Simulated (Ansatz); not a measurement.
# A low-energy model for LiMoN2 (R3m): bands, U and J, part 2 of 2

Aim: U, U′ and J for the Mo d shell of LiMoN2 (R3m).

Ansatz 0.2.0; non-magnetic LDA, then constrained RPA, plane waves, PAW.

So far: The starting structure; LDA bands and orbital weights.

### Step 3. Constrained RPA: Mo d + anion p, bands v7 to c4, 6×6×6 mesh, medium accuracy

Constrained RPA screens the interaction with every transition except those inside the target bands, which a later many-body model would treat itself.

This step: constrained RPA on LDA, plane waves, PAW.

File input.yaml:

```yaml
crystal:
  lattice:
    - [-1.66933958, 0.0, 5.29899402]
    - [0.83466979, -1.44569048, 5.29899402]
    - [0.83466979, 1.44569049, 5.29899402]
  atoms:
    - { symbol: Li, position: [0.41359667, 0.41359667, 0.41359667] }
    - { symbol: Mo, position: [0.58592323, 0.58592323, 0.58592323] }
    - { symbol: "N", position: [0.84262502, 0.84262502, 0.84262502] }
    - { symbol: "N", position: [0.99655408, 0.99655408, 0.99655408] }
kpoints:
  mp_grid: { grid: [12, 12, 12] }
hamiltonian:
  xc: lda
scf:
  occupations: { method: gaussian, width: 0.08 }
  n_extra_bands: 19
  max_iter: 150
output:
  crpa:
    kmesh: [6, 6, 6]
    target_bands: [v7, c4]
    projections: [{ species: Mo, l: d, shell: 4 }, { species: "N", l: p, shell: 2 }]
  local_orbitals:
    kmesh: [6, 6, 6]
    orbitals: [{ species: Mo, l: d, shell: 4 }, { species: "N", l: p, shell: 2 }]
    window: { bands: [v7, c4] }
    seedname: lo
```

The run is started by

```bash
$ ansatz run input.yaml --threads 4 --pin off --max-ram 9216MiB --backend cpu --events-out ev --progress --plain --runs-dir out
```

Numbers of over 12 decimals in the logs are rounded to 6 here.

Log:

```text
[...]
Crystal: 4 atoms, lattice volume = 38.365 Å³
Basis set: ecut = 420 eV, 755 PW (Γ)
Bands: 33, of which v1, the nominal top of the filled ones, is band 14 counted from 1 (13 counted from 0)
Symmetry: 6 space group operations
[...]
k-points: 189 of 1728 (time reversal used)
[...]
SCF iter   1: F=—  HF=-5794.976622 eV  |F-HF|=—  |Δ(HF+E_count)|=         —  Δρ=2.29e-2  dr2=1.96e-1  ethr=1.77e-3  ⟨swp⟩=5.2  Hψ=30010  notcnv=0  defer=1278
[...]
SCF iter   7: F=-5794.942114 eV  HF=-5794.942114 eV  |F-HF|=1.35e-8  |Δ(HF+E_count)|=   1.32e-7  Δρ=7.57e-6  dr2=3.32e-8  ethr=3.70e-10  ⟨swp⟩=7.8  Hψ=29786  notcnv=0
SCF 1 converged in 7 iterations: F = -5794.942114 eV  dr2 = 3.32e-8
[...]
NSCF: frozen V_eff on 34 k-points
[...]
cRPA screening: q 1/216
cRPA screening: q 2/216
cRPA screening: q 8/216 (q-point 3)
cRPA screening: q 14/216 (q-point 4)
cRPA screening: q 17/216 (q-point 8)
cRPA screening: q 23/216 (q-point 9)
cRPA screening: q 35/216 (q-point 10)
cRPA screening: q 47/216 (q-point 11)
cRPA screening: q 59/216 (q-point 12)
cRPA screening: q 65/216 (q-point 15)
cRPA screening: q 71/216 (q-point 16)
cRPA screening: q 83/216 (q-point 17)
cRPA screening: q 89/216 (q-point 22)
cRPA screening: q 92/216 (q-point 44)
cRPA screening: q 94/216 (q-point 45)
cRPA screening: q 100/216 (q-point 46)
cRPA screening: q 106/216 (q-point 47)
cRPA screening: q 112/216 (q-point 48)
cRPA screening: q 118/216 (q-point 51)
cRPA screening: q 124/216 (q-point 52)
cRPA screening: q 136/216 (q-point 53)
cRPA screening: q 148/216 (q-point 54)
cRPA screening: q 160/216 (q-point 58)
cRPA screening: q 166/216 (q-point 59)
cRPA screening: q 178/216 (q-point 60)
cRPA screening: q 184/216 (q-point 65)
cRPA screening: q 190/216 (q-point 87)
cRPA screening: q 192/216 (q-point 88)
cRPA screening: q 198/216 (q-point 89)
cRPA screening: q 204/216 (q-point 94)
cRPA screening: q 210/216 (q-point 95)
cRPA screening: q 216/216 (q-point 130)
SCF converged after 7 iterations
Free energy (F): -5794.942114 eV
[...]
Internal energy: -5794.933301 eV  (E = F + TS)
E sigma→0 (E₀):  -5794.937707 eV
Entropy (-TS):   -0.008813 eV (-2.203 meV/atom)
Fermi energy:    11.482149 eV
[...]
--- Band table (eV; the first three rows and the last of 189) ---
  k-point 0: bands = [... 10 lower, 9.7527, 9.7527, 11.5777, 12.8237, 15.4560, 15.4560, 15.8190, 15.8190, ... 15 higher]
  k-point 1: bands = [... 10 lower, 9.4598, 9.5759, 11.7070, 12.7384, 15.4195, 15.6104, 15.6670, 15.8224, ... 15 higher]
  k-point 2: bands = [... 10 lower, 8.8791, 9.1519, 11.7463, 12.3458, 15.4454, 15.5458, 15.5814, 16.2625, ... 15 higher]
  k-point 188: bands = [... 10 lower, 9.7798, 9.7798, 9.8219, 13.8152, 15.5285, 15.5285, 15.7292, 15.7292, ... 15 higher]
--- cRPA (band scheme, projected local orbitals): target bands 8..18 (1-based), 11 Wannier function(s), 6×6×6 mesh, 36 bands' worth read of 41 solved, ecut_chi 136.0 eV, v(q+G=0) probe_charge, pair densities all_electron ---
  χ-basis size per q: N_G = 130..145
  window electrons = 13.0000, filled by tetrahedron_uncorrected; constrained ε̄⁻¹(q = 0, 0) head = 0.475538; min gauge Gram eig = 0.6627
  Kanamori averages over each shell's own Wannier functions (sites counted from 0, functions from 1):
  Each shell's averages of U are screened by what lies outside the whole window alone: parameters of one model of all the shells.
    Site 1, 4D, 5 of 5 d orbitals (Wannier functions 1, 2, 3, 4, 5; wannier90's mr 1, 2, 3, 4, 5):
      screened: U = 7.5750 eV, U' = 6.7033 eV, J = 0.4315 eV
      screened, to within: U = 1.1e-2 eV, U' = 1.1e-2 eV, J = 8.0e-4 eV
      bare: V = 14.5843 eV, V' = 13.4460 eV, J = 0.5619 eV
    Site 2, 2P, 3 of 3 p orbitals (Wannier functions 6, 7, 8; wannier90's mr 1, 2, 3):
      screened: U = 8.0663 eV, U' = 6.7895 eV, J = 0.6530 eV
      screened, to within: U = 1.1e-2 eV, U' = 1.1e-2 eV, J = 1.6e-3 eV
      bare: V = 16.7504 eV, V' = 15.1057 eV, J = 0.8417 eV
    Site 3, 2P, 3 of 3 p orbitals (Wannier functions 9, 10, 11; wannier90's mr 1, 2, 3):
      screened: U = 8.1058 eV, U' = 6.8286 eV, J = 0.6532 eV
      screened, to within: U = 1.1e-2 eV, U' = 1.1e-2 eV, J = 1.7e-3 eV
      bare: V = 16.7875 eV, V' = 15.1424 eV, J = 0.8435 eV
  Hermiticity witness max|P − P†| over intra, direct and exchange elements: 5.33e-15 eV (screened), 3.55e-15 eV (bare)
  Reality witness max|Im| over intra, direct and exchange elements: 1.72e-8 eV (screened), 5.90e-13 eV (bare)
```

The job ended after 19 min (4 threads of Arm Neoverse V2, shared host; peak memory 0.75 GiB; 71 min of CPU time).

Numbers from this step:

* U: 7.575 eV
* U prime (inter-orbital): 6.703 eV
* J: 0.4315 eV
* bare V: 14.58 eV
* bare J: 0.5619 eV
* stated bound on U: 0.01089 eV
* U over bare V: 0.5194
* electrons in the window: 13.00
* head of the constrained inverse dielectric matrix: 0.4755
* least eigenvalue of the projection's overlap: 0.6627
* target functions: 11
* bands in the sums: 36
* r.m.s. miss of the model bands: 0.006243 eV
* width of the target bands: 12.85 eV
* weight of the projected orbitals in the window: 0.9284

On the Mo d shell, screening brings the on-site interaction from 14.6 eV down to U = 7.58 eV.

Kanamori averages over each shell's functions. Crpa shells, by row:

```tsv
site	element	shell	orbitals	U (eV)	U' (eV)	J (eV)	bare V (eV)	bare V' (eV)	bare J (eV)	bound on U (eV)
2	Mo	4D	5	7.575	6.703	0.4315	14.58	13.45	0.5619	0.01089
3	N	2P	3	8.066	6.789	0.653	16.75	15.11	0.8417	0.01058
4	N	2P	3	8.106	6.829	0.6532	16.79	15.14	0.8435	0.01044
```

Projected local orbitals of the target window. Electronic bands along the path, in eV, zero at the Fermi level; # counts the bands kept:

```tsv
point	#3	#4	#5	#6	#7	#8	#9	#10
Γ	-3.50	-1.73	-1.73	0.10	1.34	3.97	3.97	4.34
halfway	-3.50	-1.72	-1.72	-0.90	1.99	4.01	4.01	4.29
T	-3.51	-1.70	-1.70	-1.66	2.33	4.05	4.05	4.25
halfway	-3.66	-3.23	-2.15	-0.41	-0.09	3.78	4.18	4.58
H2	-3.47	-3.33	-2.06	-1.10	0.13	2.21	5.41	5.72
jump to H0	-3.47	-3.33	-2.06	-1.10	0.13	2.21	5.41	5.72
halfway	-4.13	-2.32	-1.65	-0.89	-0.07	2.88	4.69	5.86
L	-3.95	-3.60	-0.82	-0.52	0.25	3.72	3.90	5.51
halfway	-3.17	-2.82	-2.24	0.00	0.23	3.89	3.97	4.56
Γ	-3.50	-1.73	-1.73	0.10	1.34	3.97	3.97	4.34
halfway	-3.75	-2.67	-2.02	-0.18	0.06	3.69	3.95	4.51
S0	-3.57	-3.29	-1.96	-1.19	0.17	2.15	5.40	5.79
jump to S2	-3.57	-3.29	-1.96	-1.19	0.17	2.15	5.40	5.79
halfway	-3.69	-2.79	-1.83	-1.00	0.01	3.04	4.82	5.33
F	-3.86	-3.49	-1.33	-1.04	0.42	3.65	3.93	5.17
halfway	-3.20	-2.76	-2.29	-0.41	0.35	3.74	3.99	4.55
Γ	-3.50	-1.73	-1.73	0.10	1.34	3.97	3.97	4.34
```

The same for Kohn-Sham, solved directly:

```tsv
point	#3	#4	#5	#6	#7	#8	#9	#10
Γ	-3.50	-1.73	-1.73	0.10	1.34	3.97	3.97	4.34
T	-3.51	-1.70	-1.70	-1.66	2.33	4.05	4.05	4.25
H2	-3.48	-3.33	-2.06	-1.10	0.13	2.21	5.42	5.72
H0	-3.48	-3.33	-2.06	-1.10	0.13	2.21	5.42	5.72
L	-3.95	-3.60	-0.82	-0.52	0.25	3.72	3.90	5.51
Γ	-3.50	-1.73	-1.73	0.10	1.34	3.97	3.97	4.34
S0	-3.57	-3.29	-1.96	-1.19	0.17	2.15	5.41	5.78
S2	-3.57	-3.29	-1.96	-1.19	0.17	2.15	5.41	5.78
F	-3.86	-3.49	-1.33	-1.04	0.42	3.65	3.93	5.17
Γ	-3.50	-1.73	-1.73	0.10	1.34	3.97	3.97	4.34
```

Onsite levels, by row:

```tsv
orbital	level less Fermi level (eV)
Mo2 dz2	0.1285
Mo2 dxz	2.092
Mo2 dyz	2.092
Mo2 dx2-y2	0.5159
Mo2 dxy	0.5159
N3 pz	-1.022
N3 px	-0.679
N3 py	-0.679
N4 pz	-1.081
N4 px	-0.8389
N4 py	-0.8389
```

Largest distinct elements between sites. Hoppings, by row:

```tsv
from	to	cell	distance (Å)	t (eV)
Mo2 dxz	N3 px	-1 0 0	2.067	-2.077
N4 px	Mo2 dxz	1 0 0	2.073	2.058
N3 py	Mo2 dyz	0 0 1	2.067	-1.36
Mo2 dyz	N4 py	0 0 -1	2.073	1.337
N4 py	Mo2 dxy	1 0 0	2.073	-1.336
Mo2 dxy	N3 py	-1 0 0	2.067	-1.324
N4 py	Mo2 dxz	0 1 0	2.073	-1.247
N3 px	Mo2 dyz	0 1 0	2.067	1.242
N4 px	Mo2 dx2-y2	0 1 0	2.073	1.2
Mo2 dx2-y2	N3 px	0 0 -1	2.067	1.198
N4 pz	Mo2 dx2-y2	1 0 0	2.073	0.9873
Mo2 dx2-y2	N3 pz	-1 0 0	2.067	-0.9744
```

### Step 4. What came out

```yaml
mo_d_anion_p: U 7.58 eV, U′ 6.70 eV, J 0.43 eV, bare V 14.6 eV
method: constrained RPA on non-magnetic LDA, 6×6×6 mesh, static
```

In words: For Mo d + anion p, screening cuts the on-site interaction from 14.58 eV to 7.58 eV (52 %), while J goes only from 0.56 eV to 0.43 eV: the monopole is screened far more than the multipoles. U − 2J differs from U′ by +0.01 eV, so the Kanamori relation holds well. The parent state is non-magnetic and the interaction static (zero frequency); U depends on the window and the orbitals, so it belongs to this model alone. The bands cross the Fermi level under this constraint, which need not be the crystal's state: magnetic order, correlation or a lattice distortion may open a gap. A window that holds the anion p bands defines a model with explicit ligands; its U belongs to that model and is not the U of DFT+U.

[Paths, hosts, dates, memory and timing lines, banners, echoed tables and standing remarks are left out of the program output.]

[Logs are printed without paths, hosts, clocks, repeated set-up lines and the standing remarks that a program may print on its own settings, such as how far it seeks lower states.]

[Runs of the session that timed out or met a known fault of the program may be left out.]

[Hosts, paths, dates, database ids (printed as entryN), source tags and the programs' standing remarks are cut or masked in the printed files.]
